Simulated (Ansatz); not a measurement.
# BeCd (built on the sites of a database entry of BaZn): following an unstable mode

Aim: this structure of BeCd (built on the sites of a database entry of BaZn) is to be tested for unstable modes, and one is followed downhill.

Calculated with Ansatz 0.2.0; DFT PBEsol, scalar-relativistic, plane waves, PseudoDojo norm-conserving pseudopotentials.

Report form: the programs' logs are mostly left out.

The structure was built from a prototype and need not be the compound's stable phase.

### Step 1. Set-up

The structure is cubic, space group Pm-3m (No. 221). The conventional cell has a = 3.061 Å, b = 3.061 Å, c = 3.061 Å, α = 90.00°, β = 90.00°, γ = 90.00°. Be has 8 Cd at 2.65 Å nearest. Nearest to Cd lie 8 Be at 2.65 Å. Farther neighbours are not listed.

### Step 2. Phonons on a q mesh

The cell comes from relaxations at this level that are not shown. Stability and thermal properties need the whole zone. Linear response on a 2×2×2 q mesh gives force constants as far as a supercell of that size would.

input.yaml reads:

```yaml
crystal:
  lattice:
    - [3.060635456, 0.0, 0.0]
    - [0.0, 3.060635456, 0.0]
    - [0.0, 0.0, 3.060635456]
  atoms:
    - { symbol: Be, position: [0.0, 0.0, 0.0] }
    - { symbol: Cd, position: [0.5, 0.5, 0.5] }
kpoints:
  mp_grid: { grid: [16, 16, 16] }
hamiltonian:
  xc: pbesol
  pseudopotentials: { kind: nc, accuracy: standard }
scf:
  occupations: { method: methfessel_paxton, width: 0.2 }
output:
  eigenvalues: true
phonons:
  method: dfpt
  qmesh: [2, 2, 2]
  temperatures: { t_max: 1000, t_step: 50 }
  qpath:
    path:
      - [[0.0, 0.0, 0.0], [0.0, 0.5, 0.0], [0.5, 0.5, 0.0], [0.0, 0.0, 0.0], [0.5, 0.5, 0.5], [0.0, 0.5, 0.0]]
      - [[0.5, 0.5, 0.5], [0.5, 0.5, 0.0]]
    npoints: 10
```

Launch:

```
ansatz run input.yaml --threads 4 --pin off --max-ram 7168MiB --backend cpu --events-out ev --progress --plain --runs-dir out
```

Wall time 7 min (4 threads of Arm Neoverse N1, shared host); peak memory 3.4 GiB; 28 min of CPU time.

Numbers from this step:

| Item | Value |
| --- | --- |
| volume per atom | 14.34 Å³ |
| gap on the k-mesh | 0 eV |
| sum-rule residual before enforcement | 1.78e-4 eV/Å² |
| lowest frequency on the path | -136.8 cm⁻¹ |
| point group | m-3m |
| highest frequency on the path or at a solved wavevector | 350.6 cm⁻¹ |
| highest optical mode at the zone centre (no LO-TO term) | 287.8 cm⁻¹ |
| lowest optical zone-centre mode | 287.8 cm⁻¹ |
| lowest mode on the q mesh (acoustic modes at Γ apart) | -136.8 cm⁻¹ |

Frequencies (cm⁻¹) solved at each irreducible wavevector; negative means imaginary. Frequencies by wavevector, by row:

```csv
q in reciprocal lattice units,star,mode 1,mode 2,mode 3,mode 4,mode 5,mode 6
0 0 0,1,0,0,0,287.8,287.8,287.8
0 0 -0.5,3,69.9,69.9,143.3,265.6,265.6,289
0 -0.5 -0.5,3,-136.8,-136.8,81.9,264.2,264.2,350.6
-0.5 -0.5 -0.5,1,100.1,100.1,100.1,116.6,116.6,116.6
```

Interpolated from a 2×2×2 q mesh, rough between the solved points. Phonon branches along the path, in cm⁻¹:

```csv
point,branch 1,branch 2,branch 3,branch 4,branch 5,branch 6
Γ,0,0,0,288,288,288
halfway,47,47,100,277,277,289
X,70,70,143,266,266,289
halfway,-65,21,76,266,272,311
M,-137,-137,82,264,264,351
halfway,-57,65,99,262,286,294
Γ,0,0,0,288,288,288
halfway,49,49,50,268,268,268
R,100,100,100,117,117,117
halfway,-93,27,102,244,244,275
X,70,70,143,266,266,289
jump to R,100,100,100,117,117,117
halfway,-110,-110,101,222,222,258
M,-137,-137,82,264,264,351
```

Symmetry leaves 4 wavevectors to solve. The lowest mode among them, the acoustic zeros apart, lies at q = (0, -0.5, -0.5) and is imaginary, 136.8i cm⁻¹, so the energy falls along it.

### Step 3. The mode frozen in, largest atomic shift 0 Å

The mode followed lies at q = (0, -0.5, -0.5) with frequency 136.8i cm⁻¹ and is 2-fold degenerate, the softest among the wavevectors solved. At small amplitude the distorted cell has space group no. 51 by a symmetry search on the positions. The undistorted cell that holds it gives the zero of energy on the same k mesh.

System of this step: BeCd (built on the sites of a database entry of BaZn). It takes space group Pm-3m (No. 221, cubic). Conventional cell: a = 3.061 Å, b = 3.061 Å, c = 3.061 Å, α = 90.00°, β = 90.00°, γ = 90.00°. Nearest to Be lie 8 Cd at 2.65 Å. Cd has 8 Be at 2.65 Å nearest. Farther neighbours are not listed.

input.yaml, the sections that differ from step 2:

```yaml
crystal:
  lattice:
    - [-3.060635456, 0.0, 0.0]
    - [0.0, -3.060635456, -3.060635456]
    - [0.0, -3.060635456, 3.060635456]
  atoms:
    - { symbol: Be, position: [1.0, 0.5, 0.5] }
    - { symbol: Be, position: [1.0, 0.0, 0.0] }
    - { symbol: Cd, position: [0.5, 0.0, 0.5] }
    - { symbol: Cd, position: [0.5, 0.5, 0.0] }
kpoints:
  mp_grid: { grid: [14, 10, 10] }
output:
  forces: true
  stress: true
  eigenvalues: true
# hamiltonian, scf: as in step 2
# phonons: removed
```

The job ended after 28 s (4 threads; peak memory 1.2 GiB).

Numbers from this step:

| Item | Value |
| --- | --- |
| pressure | -0.2116 GPa |
| energy from the undistorted cell | 0 meV/atom |

The run ends at a pressure of -0.21 GPa.

### Step 4. The mode frozen in, largest atomic shift 0.32 Å

The atoms are moved along the unstable eigenvector, the largest shift by 0.32 Å, with the cell fixed.

input.yaml, the sections that differ from step 3:

```yaml
crystal:
  lattice:
    - [-3.060635456, 0.0, 0.0]
    - [0.0, -3.060635456, -3.060635456]
    - [0.0, -3.060635456, 3.060635456]
  atoms:
    - { symbol: Be, position: [1.0, 0.5739304544, 0.5] }
    - { symbol: Be, position: [1.0, -0.0739304544, 0.0] }
    - { symbol: Cd, position: [0.5, 0.0259894468, 0.5] }
    - { symbol: Cd, position: [0.5, 0.4740105532, 0.0] }
output:
  forces: true
  stress: true
  eigenvalues: true
  write_density: true
  write_potential: true
  elf: true
  volumetric_format: npy
# kpoints, hamiltonian, scf: as in step 3
```

Elapsed: 77 s, on 4 threads; peak memory 1.7 GiB; 5 min of CPU time.

Numbers from this step:

| Property | Result |
| --- | --- |
| pressure | 0.9407 GPa |
| energy from the undistorted cell | -13.33 meV/atom |

The energy, extrapolated to zero smearing, is -13.33 meV/atom against the undistorted cell.

The run ends at a pressure of 0.94 GPa, with forces up to 0.65 eV/Å.

### Step 5. Energy along the mode, all amplitudes (two of the runs are shown above)

An imaginary frequency means negative curvature, so the energy should fall and then rise again as anharmonic terms take over.

This step gave:

```yaml
depth_at_the_lowest_point_sampled: 13.33 meV/atom
largest_atomic_shift_at_that_point: 0.32 Å
```

The energy from the parent by largest atomic shift:

```csv
largest atomic shift (Å),energy from the parent (meV/atom)
0.000,0
0.040,-0.518
0.080,-2.00
0.140,-5.44
0.220,-10.6
0.320,-13.3
0.450,2.46
0.600,65.3
```

Displacement at unit largest shift by atom:

```csv
atom,x (Å),y (Å),z (Å),size
Be1,0.000,-0.707,-0.707,1.000
Be2,0.000,0.707,0.707,1.000
Cd3,0.000,-0.249,-0.249,0.352
Cd4,0.000,0.249,0.249,0.352
```

The lowest of the steps tried is at 0.32 Å, 13.3 meV/atom below the parent; the bottom of the well need not coincide with a step.

### Step 6. Relaxing from the distorted cell

Starting from the lowest point found, all atoms and the cell are let go, so that strain and other modes of the same symmetry can join in.

input.yaml, as its differences from that of step 4:

```diff
@@ -21,5 +21,6 @@
   eigenvalues: true
-  write_density: true
-  write_potential: true
-  elf: true
-  volumetric_format: npy
+relax:
+  adjacent_minimum: "off"
+  f_tol: 0.002
+  max_steps: 120
+  cell: { stress_tol: 0.03 }
```

The job ended after 12 min (4 threads; peak memory 1.8 GiB).

Step by step:

```csv
step,energy less that of the first step (eV),largest force component (eV/Å),pressure (GPa),volume (Å³)
1,0.0000,0.4601,0.94,57.34
2,-0.1963,0.1508,1.02,57.12
3,-0.2797,0.1352,-0.14,57.61
4,-0.2907,0.0213,-0.37,57.74
5,-0.2927,0.0018,0.24,57.48
6,-0.2928,0.0022,-0.02,57.67
7,-0.2929,0.0003,0.00,57.66
8*,-0.3128,0.0002,0.63,57.66
9,-0.3182,0.0064,0.21,58.11
10,-0.3183,0.0014,-0.01,58.29
11*,-0.3189,0.0015,0.00,58.29
12,-0.3189,0.0003,0.00,58.29
13*,-0.3189,0.0003,0.00,58.29
```

Relaxation steps marked * repeat the geometry before them on a plane-wave basis chosen anew for their cell, so energy and pressure can jump there.

Forces are held to the 8 operations that the run works with; a distortion that breaks them can't arise in this run.

```csv
cell as run,before,after,change
a (Å),3.061,2.926,-4.4 %
b (Å),4.328,4.934,+14.0 %
c (Å),4.328,4.038,-6.7 %
volume (Å³/atom),14.34,14.57,+1.7 %
```

The atoms that moved most (Å, as changes of fractional coordinates times the final cell):

```csv
atom,dx,dy,dz,length
Be1,0.000,-0.139,-0.139,0.196
Be2,0.000,0.139,0.139,0.196
Cd4,0.000,0.079,0.079,0.112
Cd3,0.000,-0.079,-0.079,0.112
```

The relaxed structure:

```xyz
4
Lattice="-2.9260 0.0000 0.0000 0.0000 -3.4890 -3.4890 0.0000 -2.8550 2.8550" Properties=species:S:1:pos:R:3 pbc="T T T"
Be   -2.9260   -3.5685   -0.7135
Be   -2.9260    0.3965    0.3965
Cd   -1.4630   -1.5973    1.2576
Cd   -1.4630   -1.5747   -1.5747
```

This step gave:

```
pressure        : 7.62e-4 GPa
volume per atom : 14.57 Å³
```

The distorted start has space group Pmma; the relaxation ends in Pmma.

### Step 7. The new phase in its own primitive cell

The relaxed structure is symmetrised, reduced to its primitive cell and relaxed tightly, as its phonons need.

input.yaml, the sections that differ from step 6:

```yaml
crystal:
  lattice:
    - [4.0375211671, 0.0, 0.0]
    - [0.0, 2.9259519438, 0.0]
    - [0.0, 0.0, 4.9342481555]
  atoms:
    - { symbol: Be, position: [0.25, 0.0, 0.3636394135] }
    - { symbol: Be, position: [0.75, 0.0, 0.6363605865] }
    - { symbol: Cd, position: [0.25, 0.5, 0.7986770247] }
    - { symbol: Cd, position: [0.75, 0.5, 0.2013229753] }
kpoints:
  mp_grid: { grid: [10, 14, 8] }
relax:
  adjacent_minimum: "off"
  f_tol: 0.001
  max_steps: 60
  cell: { stress_tol: 0.01 }
# hamiltonian, scf, output: as in step 6
```

Run time: 4.5 min. Hardware: 4 threads; peak memory 1.6 GiB.

Relaxation path:

```csv
step,energy less that of the first step (eV),largest force component (eV/Å),pressure (GPa),volume (Å³)
1,0.0000,0.0016,-0.02,58.29
2,-0.0002,0.0033,-0.01,58.28
3,-0.0002,0.0012,0.00,58.28
4,-0.0002,0.0009,0.00,58.28
5,-0.0002,0.0003,0.00,58.29
6*,-0.0002,0.0003,0.00,58.29
```

Relaxation steps marked * repeat the geometry before them on a plane-wave basis chosen anew for their cell, so energy and pressure can jump there.

The run keeps the 8 symmetry operations that it works with, so distortions that break them were not tested.

```csv
"conventional cell, symmetrised",before,after,change
a (Å),4.038,4.034,-0.1 %
b (Å),2.926,2.920,-0.2 %
c (Å),4.934,4.948,+0.3 %
volume (Å³/atom),14.57,14.57,-0.0 %
```

The relaxed structure:

```cif
data_structure
_symmetry_space_group_name_H-M 'P 1'
_symmetry_Int_Tables_number 1
_cell_length_a 4.0341
_cell_length_b 2.9198
_cell_length_c 4.9484
_cell_angle_alpha 90.000
_cell_angle_beta 90.000
_cell_angle_gamma 90.000
_cell_volume 58.29
loop_
_atom_site_label
_atom_site_type_symbol
_atom_site_fract_x
_atom_site_fract_y
_atom_site_fract_z
_atom_site_occupancy
Be1 Be 0.25000 0.00000 0.36426 1
Be2 Be 0.75000 0.00000 0.63574 1
Cd3 Cd 0.25000 0.50000 0.79876 1
Cd4 Cd 0.75000 0.50000 0.20124 1
```

This step gave:

| Item | Value |
| --- | --- |
| pressure | 0.003193 GPa |

The largest force component left is 0.26 meV/Å and the pressure is 0.003 GPa, within the tolerances set. The cell now holds 14.57 Å³/atom.

### Step 8. Modes of the new phase, k-mesh 10×14×8

A relaxed structure may still be a saddle point, so its zone-centre modes are computed. No field response is asked, since the mesh shows no gap.

input.yaml, the sections that differ from step 7:

```yaml
crystal:
  lattice:
    - [4.0341220441, 0.0, 0.0]
    - [0.0, 2.9197657647, 0.0]
    - [0.0, 0.0, 4.9483847759]
  atoms:
    - { symbol: Be, position: [0.25, 0.0, 0.3642647507] }
    - { symbol: Be, position: [0.75, 0.0, 0.6357352493] }
    - { symbol: Cd, position: [0.25, 0.5, 0.7987551826] }
    - { symbol: Cd, position: [0.75, 0.5, 0.2012448174] }
output:
  eigenvalues: true
phonons:
  method: dfpt
# kpoints, hamiltonian, scf: as in step 7
# relax: removed
```

The job ended after 10 min (4 threads; peak memory 4.3 GiB).

This step gave:

- sum-rule residual before enforcement: 4.61e-5 eV/Å²
- point group: mmm
- highest optical mode at the zone centre (no LO-TO term): 425.4 cm⁻¹
- lowest optical zone-centre mode: 62.35 cm⁻¹

Patterns of degenerate modes are one choice out of their space. Modes at Γ, with each element's share of the kinetic energy:

```csv
mode,frequency (cm⁻¹),symmetry,Be %,Cd %
1,0.0,acoustic,7,93
2,0.0,acoustic,7,93
3,0.0,acoustic,7,93
4,62.4,B3g,0,100
5,116.4,B2g,4,96
6,132.5,Ag,2,98
7,266.8,B2u,93,7
8,286.0,B1u,93,7
9,323.7,B3u,93,7
10,328.2,B3g,100,0
11,362.0,Ag,98,2
12,425.4,B2g,96,4
```

Displacements in mode 4 (62.4 cm⁻¹), the largest set to 1:
```
Be1  0.00 -0.23  0.00
Be2  0.00  0.23  0.00
Cd3  0.00  1.00  0.00
Cd4  0.00 -1.00  0.00
```

Displacements in mode 5 (116.4 cm⁻¹), the largest set to 1:
```
Be1 -0.71  0.00  0.00
Be2  0.71  0.00  0.00
Cd3  1.00  0.00  0.00
Cd4 -1.00  0.00  0.00
```

Before it was imposed, the acoustic sum rule was missed by 4.6e-5 eV/Å². Small misses are needed for a sound result but don't prove that mesh and cutoff are converged. The lowest optical mode is real, 62.4 cm⁻¹.

### Step 9. Results

```yaml
unstable_mode_of_the_parent: q = (0, -0.5, -0.5), 137i cm⁻¹
depth_at_the_lowest_point_sampled: 13.3 meV/atom
largest_atomic_shift_at_that_point: 0.32 Å
space_group_reached_within_0p01_a: Pmma
energy_gained_over_the_parent_first_relaxation_on_the_mesh_of_the_frozen_mode: 93.1 meV/atom
volume_per_atom_phase_reached: 14.6 Å³
lowest_optical_zone_centre_mode_phase_reached: 62.4 cm⁻¹
highest_optical_mode_at_the_zone_centre_no_lo_to_term_phase_reached: 425 cm⁻¹
```

In words: Along this mode the structure falls into Pmma, 93.1 meV/atom below the parent. At the parent's cell the well is 13.33 meV/atom deep on the steps tried, with its lowest point at a shift of 0.32 Å. Relaxing atoms and cell changes the gain by +79.73 meV/atom against the lowest step (energies at zero smearing). Most of the total comes from this relaxation. The new phase has no imaginary mode at the zone centre of its cell; other wavevectors were not checked. Of the 2 patterns followed to their end from this parent, this one reaches the lowest energy. Each path keeps the symmetry of its pattern, so a lower phase may lie along a pattern not tried. The q mesh stands for a supercell only 6.1 Å across, so branches between the solved wavevectors are rough. With no gap, or one that is small against the smearing, the frequencies hang on the k mesh and the smearing, most of all near Kohn anomalies. The starting cell was built on a prototype and not taken from a measurement, so the phase need not exist.

[Logs are printed without paths, hosts, clocks, repeated set-up lines and the standing remarks that a program may print on its own settings, such as how far it seeks lower states.]

[Hosts, paths, dates, database ids (printed as entryN), source tags and the programs' standing remarks are cut or masked in the printed files.]
